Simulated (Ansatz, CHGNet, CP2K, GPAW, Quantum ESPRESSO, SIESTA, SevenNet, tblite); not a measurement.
**Running liquid diethyl ether at 300 K (75 atoms) with CP2K**

Aim: run liquid diethyl ether at 300 K (75 atoms) in CP2K and see how near its forces come to a plane-wave reference, and at what cost.

Program: CP2K 2026.2. Level of theory: the method is named at each step. Results are calculated unless marked as measured.

### 1. Set-up

The cell holds 75 atoms: 20 C, 5 O and 50 H. Its edges and angles: a = 9.535 Å, b = 9.535 Å, c = 9.535 Å, α = 90.0°, β = 90.0°, γ = 90.0°. 5 diethyl ether placed at random, at 0.71 g/cm³; overlaps pushed apart, then 10 ps at 450 K with MMFF94 bonds, angles, torsions, charges and radii (Halgren, J. Comput. Chem. 17, 490 (1996)) in harmonic and 12-6 forms. Snapshot after 20 ps at 300 K and fixed volume. Then every atom was moved at random, 0.05 Å r.m.s. a Cartesian component (hydrogen 0.6 of that).

The yardstick, on the same geometry:

| Quantity | Value |
| --- | --- |
| method | Kohn-Sham DFT, PBE, SSSP efficiency 1.3.0 pseudopotentials, plane waves (Quantum ESPRESSO 7.5); sssp-pbe-1.3.0-efficiency, cutoffs 60/480 Ry, Γ point |
| r.m.s. force component | 1.842 eV/Å |
| longest force | 7.469 eV/Å |
| pressure | 2.032 GPa |
| gap (highest filled to lowest empty level) | 4.348 eV |
| time | 51 s on 2 MPI ranks of Arm Neoverse V1, shared host |
| CPU time | 1.7 min |

### 2. PBE, DZVP-MOLOPT-SR, 600/50 Ry, OT CG

Method: Kohn-Sham DFT, PBE, GTH-PBE pseudopotentials, Gaussian and plane waves, DZVP-MOLOPT-SR-GTH, orbital transformation.

Input file input.inp:

```
&GLOBAL
  PROJECT cell
  RUN_TYPE ENERGY_FORCE
  PRINT_LEVEL LOW
&END GLOBAL
&FORCE_EVAL
  METHOD QS
  STRESS_TENSOR ANALYTICAL
  &DFT
    BASIS_SET_FILE_NAME BASIS_MOLOPT
    POTENTIAL_FILE_NAME GTH_POTENTIALS
    &MGRID
      CUTOFF 600
      REL_CUTOFF 50
      NGRIDS 5
    &END MGRID
    &QS
      EPS_DEFAULT 1.0E-12
    &END QS
    &SCF
      SCF_GUESS ATOMIC
      EPS_SCF 1.0E-06
      MAX_SCF 30
      &OT
        MINIMIZER CG
        PRECONDITIONER FULL_ALL
        ENERGY_GAP 0.001
      &END OT
      &OUTER_SCF
        EPS_SCF 1.0E-06
        MAX_SCF 8
      &END OUTER_SCF
      &PRINT
        &RESTART OFF
        &END RESTART
      &END PRINT
    &END SCF
    &XC
      &XC_FUNCTIONAL PBE
      &END XC_FUNCTIONAL
    &END XC
    &PRINT
      &MULLIKEN ON
      &END MULLIKEN
      &HIRSHFELD ON
        SHAPE_FUNCTION DENSITY
      &END HIRSHFELD
      &MO_CUBES
        NHOMO 1
        NLUMO 4
        WRITE_CUBE F
      &END MO_CUBES
    &END PRINT
  &END DFT
  &SUBSYS
    &CELL
      A 9.53465 0.00000 0.00000
      B 0.00000 9.53465 0.00000
      C 0.00000 0.00000 9.53465
    &END CELL
    &COORD
      C 8.62390 0.90388 7.24138
      C 0.02222 9.19941 6.81708
      O 8.96896 8.67167 5.69714
      C 0.11499 7.49414 5.06462
      C 8.86179 6.95381 4.06271
      H 9.03093 1.31435 8.21658
      H 7.67291 0.44956 7.39307
      H 8.63649 1.60869 6.51608
      H 1.03460 9.45465 6.60103
      H 9.50662 8.33719 7.62629
      H 0.33676 6.78858 5.94552
      H 0.92934 7.93950 4.64929
      H 8.34949 7.80669 3.45126
      H 8.07528 6.35570 4.38117
      H 0.04758 6.39565 3.35791
      C 1.07541 3.33341 3.33198
      C 1.90302 2.16465 2.74112
      O 1.42600 2.05357 1.29929
      C 2.20355 0.98216 0.81083
      C 1.46328 9.11932 0.94965
      H 1.23617 4.26618 2.66312
      H 1.47682 3.55328 4.28640
      H 0.03499 3.23463 3.35496
      H 2.96280 2.55796 2.66045
      H 1.72015 1.29023 3.33636
      H 3.20545 0.89807 1.08733
      H 2.13271 1.35411 9.31755
      H 1.80815 8.34053 0.39369
      H 0.39969 9.22306 0.63186
      H 1.34296 8.86618 2.04451
      C 5.47918 3.34571 4.50274
      C 6.41949 2.31692 4.11725
      O 6.25845 2.03050 2.75075
      C 7.16863 1.16237 2.26429
      C 7.28619 1.40484 0.70709
      H 4.48052 2.93019 4.55461
      H 5.59970 4.19763 4.03449
      H 5.67607 3.41073 5.62049
      H 7.57242 2.64157 4.13089
      H 6.51541 1.27364 4.67732
      H 6.69180 0.09439 2.40864
      H 8.11446 1.18926 2.72977
      H 7.83624 2.29633 0.53699
      H 6.27380 1.46805 0.22540
      H 7.86323 0.46825 0.38081
      C 4.46632 0.04252 6.90347
      C 4.97985 8.31994 7.00511
      O 3.95631 7.33186 6.97574
      C 4.57692 6.09054 6.92416
      C 3.63976 4.98081 6.33701
      H 3.78640 0.23608 6.16959
      H 5.19677 0.84477 6.69990
      H 3.90349 0.28318 7.80583
      H 5.76722 8.13658 6.16415
      H 5.80183 8.14841 7.86628
      H 4.79116 5.80441 8.04362
[... 15 atom lines left out ...]
      H 5.04116 4.76609 1.66589
      H 3.36011 6.51426 2.32750
      H 3.54737 6.42292 0.55082
      H 4.31042 7.67473 1.37766
    &END COORD
    &KIND C
      BASIS_SET DZVP-MOLOPT-SR-GTH-q4
      POTENTIAL GTH-PBE-q4
    &END KIND
    &KIND O
      BASIS_SET DZVP-MOLOPT-SR-GTH-q6
      POTENTIAL GTH-PBE-q6
    &END KIND
    &KIND H
      BASIS_SET DZVP-MOLOPT-SR-GTH-q1
      POTENTIAL GTH-PBE-q1
    &END KIND
  &END SUBSYS
  &PRINT
    &FORCES ON
    &END FORCES
    &STRESS_TENSOR ON
    &END STRESS_TENSOR
  &END PRINT
&END FORCE_EVAL
```

The run is started by

```sh
$ OMP_NUM_THREADS=2 cp2k.psmp -i input.inp > output.txt
```

Numbers of over 12 decimals in the logs are rounded to 6 here.

Log:

```text
CP2K| version string:                                       CP2K version 2026.2
 CP2K| Input file name                                                 input.inp
 GLOBAL| Basis set file name                                        BASIS_MOLOPT
 GLOBAL| Potential file name                                      GTH_POTENTIALS
 GLOBAL| Run type                                                   ENERGY_FORCE
 GLOBAL| Total number of message passing processes                             1
 GLOBAL| Number of threads for this process                                    2
 TOTAL NUMBERS AND MAXIMUM NUMBERS
  Total number of            - Atomic kinds:                                   3
                             - Atoms:                                         75
                             - Shell sets:                                    75
                             - Shells:                                       275
                             - Primitive Cartesian functions:                375
                             - Cartesian basis functions:                    600
                             - Spherical basis functions:                    575
  Maximum angular momentum of- Orbital basis functions:                        2
                             - Local part of the GTH pseudopotential:          2
                             - Non-local part of the GTH pseudopotential:      0
 SCF PARAMETERS         Density guess:                                    ATOMIC
                        max_scf:                                              30
                        eps_scf:                                        1.00E-06
                        Outer loop SCF in use
                        eps_scf                                         1.00E-06
                        max_scf                                                8
 Extrapolation method: initial_guess
 Number of electrons:                                                        160
[... lines left out ...]
  Step     Update method      Time    Convergence         Total energy    Change
[... lines left out ...]
  Total energy:                                              -223.336601
[... lines left out ...]
  Precond_solver : DEFAULT
  Line search    : 2PNT                : 2 energies, one gradient
  stepsize       :    0.15000000                  energy_gap     :    0.00100000
  eps_taylor     :   0.10000E-15                  max_taylor     :             4
  ----------------------------------- OT ---------------------------------------
  Step     Update method      Time    Convergence         Total energy    Change
[...]
- OT LS       0.23E+00    1.9                     -223.3366008690
     2 OT CG       0.23E+00    5.0     0.00000142      -223.3366008779 -7.88E-08
     - OT LS       0.10E+00    1.9                     -223.3366008751
     3 OT CG       0.10E+00    4.9     0.00000023      -223.3366008825 -4.63E-09
  *** SCF run converged in     3 steps ***
  Electronic density on regular grids:       -160.0000000000        0.0000000000
  Core density on regular grids:              159.9999999999       -0.0000000001
  Total charge density on r-space grids:       -0.0000000001
  Total charge density g-space grids:          -0.0000000001
  Overlap energy of the core charge distribution:               3.37459e-05
  Self energy of the core charge distribution:               -544.854892
  Core Hamiltonian energy:                                    169.031691
  Hartree energy:                                             223.177430
  Exchange-correlation energy:                                -70.690864
  Total energy:                                              -223.336601
  outer SCF iter =    2 RMS gradient =   0.23E-06 energy =       -223.3366008825
  outer SCF loop converged in   2 iterations or   64 steps
 !-----------------------------------------------------------------------------!
                     Mulliken Population Analysis
 #  Atom  Element  Kind  Atomic population                           Net charge
       1     C        1          4.218558                             -0.218558
       2     C        1          4.083762                             -0.083762
       3     O        2          6.186057                             -0.186057
[...]
74     H        3          0.897665                              0.102335
      75     H        3          0.914362                              0.085638
 # Total charge                            160.000000                 -0.000000
 !-----------------------------------------------------------------------------!
 !-----------------------------------------------------------------------------!
                           Hirshfeld Charges
  #Atom  Element  Kind  Ref Charge     Population                    Net charge
      1       C      1       4.000          4.134                        -0.134
      2       C      1       4.000          4.006                        -0.006
      3       O      2       6.000          6.145                        -0.145
[...]
74       H      3       1.000          0.959                         0.041
     75       H      3       1.000          0.961                         0.039
  Total Charge                                                           -0.000
 !-----------------------------------------------------------------------------!
  Eigenvalues of the occupied subspace spin            1
      -0.84926035     -0.83536942     -0.81466661     -0.81437644
      -0.80482556     -0.60444700     -0.59819167     -0.59731597
      -0.58043866     -0.57320582     -0.54117699     -0.53475364
[...]
-0.09161404     -0.07812177     -0.07723644     -0.07584813
 Fermi Energy [eV] :   -2.063933
  Using OT eigensolver for additional unoccupied orbitals spin            1
  Lowest Eigenvalues of the unoccupied subspace spin            1
 OT| Eigensolver reached convergence in 207 iterations
       0.15731884      0.15900729      0.16374196      0.16859586
 HOMO - LUMO gap [eV] :    6.344796
 ENERGY| Total FORCE_EVAL ( QS ) energy [hartree]           -223.336601
 FORCES| Atomic forces [hartree/bohr]
 FORCES|   Atom     x               y               z               |f|
 FORCES|      1  5.71030355E-02 -6.49960022E-02  5.90881784E-02   1.04769508E-01
 FORCES|      2 -3.18353508E-02 -1.45755211E-02  4.85105850E-02   5.98265178E-02
 FORCES|      3 -3.05379385E-02 -2.17923979E-02 -4.89946915E-02   6.17086225E-02
[...]
FORCES|     74  1.96779973E-02 -1.01521954E-02  2.62235885E-02   3.43215273E-02
 FORCES|     75  1.25071166E-02 -5.44662440E-03  1.22060833E-02   1.83052494E-02
 FORCES| Sum     1.43535594E-03  7.06893802E-04 -6.49647085E-04
 FORCES| Total atomic force                                       1.72684304E-03
 STRESS| Analytical stress tensor [bar]
 STRESS|                        x                   y                   z
 STRESS|      x        1.85083506588E+04  -1.34943050104E+03  -1.89662684231E+03
 STRESS|      y       -1.34943050104E+03   3.33749306073E+04   2.05104655281E+04
 STRESS|      z       -1.89662684231E+03   2.05104655281E+04   1.46823179183E+04
 STRESS| 1/3 Trace                                             2.21885330614E+04
```

Run time: 4 min. Hardware: 2 threads of Arm Neoverse V1, shared host; peak memory 1.2 GiB.

Banners, paths, timers and routine set-up lines are dropped from the logs unmarked, and long logs keep their key lines alone; longer cuts are marked.

Compared with the plane-wave run:

```yaml
r_m_s_force_component: 1.901 eV/Å
r_m_s_difference_of_force_components: 117 meV/Å
longest_difference_of_force_vectors: 580.6 meV/Å
force_difference_over_r_m_s_force: 6.352 %
slope_of_forces_against_the_reference_s: 1.031
correlation_of_force_components: 0.9986
spacing_of_highest_filled_and_lowest_empty_level: 6.345 eV
gap_difference: 1.997 eV
pressure: 2.219 GPa
pressure_difference: 0.1872 GPa
```

Length of the force difference by element (eV/Å):

```
element  atoms   mean  most
      C     20   0.27  0.58
      H     50  0.091  0.24
      O      5   0.33  0.48
```

A closer look about H75, picked at random: 10 atoms, nearest first, numbered in the order of the input, with positions taken from that point.

```
atom      x      y      z  distance (Å)  bonds  Hirshfeld charge (e)     Fx     Fy  Fz (eV/Å)
 H75   0.00   0.00   0.00          0.00      1                  0.04   0.64  -0.28       0.63
 C65  -0.17  -1.08   0.16          1.11      4                 -0.13  -3.34   1.06      -1.11
 H74  -0.76  -1.25  -0.83          1.68      1                  0.04   1.01  -0.52       1.35
 H73  -0.95  -1.16   0.95          1.78      1                  0.04   0.46  -0.11      -0.14
 C64   1.04  -1.95   0.33          2.24      4                 -0.02  -0.97   5.36      -2.93
 O63   1.78  -1.50  -0.88          2.49      2                 -0.11   1.13  -2.04       2.60
 H71   1.55  -1.61   1.18          2.53      1                  0.05   1.17  -0.03       1.73
 H28  -2.50   0.67  -0.98          2.77      1                  0.04   1.73  -2.43      -1.54
 H26  -1.10   2.76  -0.29          2.99      1                  0.04   1.94   0.31       0.95
 H72   0.73  -2.91   0.29          3.01      1                  0.05  -0.29  -3.82      -0.03
```

Forces lie 6.4 % from the reference's, at 4.5 times its CPU time; the SCF took 64 steps, which the time reflects.

(Continued in part 2 of 2.)

[Also dropped from logs without a mark: logging warnings of Python, and SIESTA's first energy breakdown and zero terms.]

[Logs are printed without paths, hosts, clocks, repeated set-up lines and the standing remarks that a program may print on its own settings, such as how far it seeks lower states.]

[Hosts, paths, dates, database ids (printed as entryN), source tags and the programs' standing remarks are cut or masked in the printed files.]

[The MMFF94 radii named for the starting cell were scaled by 0.96; in molecules described by MMFF94, hydrogen bound to N, O or S took a small fixed 12-6 site in their place.]
